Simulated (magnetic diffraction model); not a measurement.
# Magnetic neutron pattern of Ho2Ni12Sb7

Space group P-6 (no. 174), a = 9.8790 Å, c = 4.0240 Å.

```csv
site,atom,x,y,z
1b,Ho,0,0,1/2
1e,Ho,2/3,1/3,0
3j,Sb,0.2161,0.2629,0
3k,Sb,0.6326,0.5565,1/2
1c,Sb,1/3,2/3,0
3k,Ni,0.2177,0.4594,1/2
3j,Ni,0.9546,0.2298,0
3k,Ni,0.3822,0.2842,1/2
3j,Ni,0.4692,0.5227,0
```

This is a made-up structure (elements placed in a structure type, unrelaxed), so the numbers test the method and describe no known phase.

Only Ho is taken to order (form factors of Ho3+); orders and moment sizes are assumed, and not adapted to the symmetry. Radiation: neutrons of λ = 1.594 Å, 3° to 30°; isotropic B of 0.11 Å² (Ho), 0.12 Å² (Sb) and 0.14 Å² (Ni). The intensities are simulated: I ∝ L Σ (|F_N|² + |F_M⊥|²) for unpolarised neutrons, with F_M = 2.695 fm/μB × Σ f(s) S exp(2πi Q·r) exp(−B s²) at Q = H ± k (one set where k and −k are equivalent), only the part normal to Q counting and L = 1/(sin²θ cos θ). For collinear order S is the moment m, which repeats by lattice and centring translations R with the sign exp(−2πi k·R). Form factors are spin-only for 3d ions and dipole or tabulated for f ions, scattering lengths are Sears's of 1992, and absorption is left out. A label names one of the reflections at its angle. The strongest nuclear line in the range is 100, and lines under 0.2 are left out.

Assume the order k = (0 1/2 1/2), collinear moments along [001], 6.2 μB on Ho; signs + at (0, 0, 1/2), − at (2/3, 1/3, 0).

Predict the pattern, nuclear and magnetic parts apart.

```
2θ (°)         index  nuclear  magnetic
 10.69       (1 0 0)    100.0       0.0
 12.57   (0 1/2 1/2)      0.0      49.6
 14.68  (1 -1/2 1/2)      0.0      79.2
 18.19   (1 1/2 1/2)      0.0     153.7
 18.57       (1 1 0)     83.5       0.0
 19.72   (0 3/2 1/2)      0.0      70.9
 21.48       (2 0 0)     37.2       0.0
 22.48  (2 -1/2 1/2)      0.0     119.0
 22.85       (0 0 1)      2.4       0.0
 25.29       (1 0 1)      3.7       0.0
 26.11   (1 3/2 1/2)      0.0      93.2
 27.22   (2 1/2 1/2)      0.0      86.5
 28.54       (2 1 0)     41.1       0.0
 29.32   (0 5/2 1/2)      0.0      37.6
 29.60       (1 1 1)     81.7       0.0
```

The strongest magnetic line in the range is (1 1/2 1/2) at 18.19° (153.7). On top of the Lorentz factor, which all lines share, magnetic lines fade with angle because f falls: for Ho3+ it is 0.96, 0.85, 0.71 and 0.44 at sin θ/λ = 0.1, 0.2, 0.3 and 0.5 Å⁻¹, while nuclear lengths stay constant. The order has no net moment.

[Logs are printed without paths, hosts, clocks, repeated set-up lines and the standing remarks that a program may print on its own settings, such as how far it seeks lower states.]
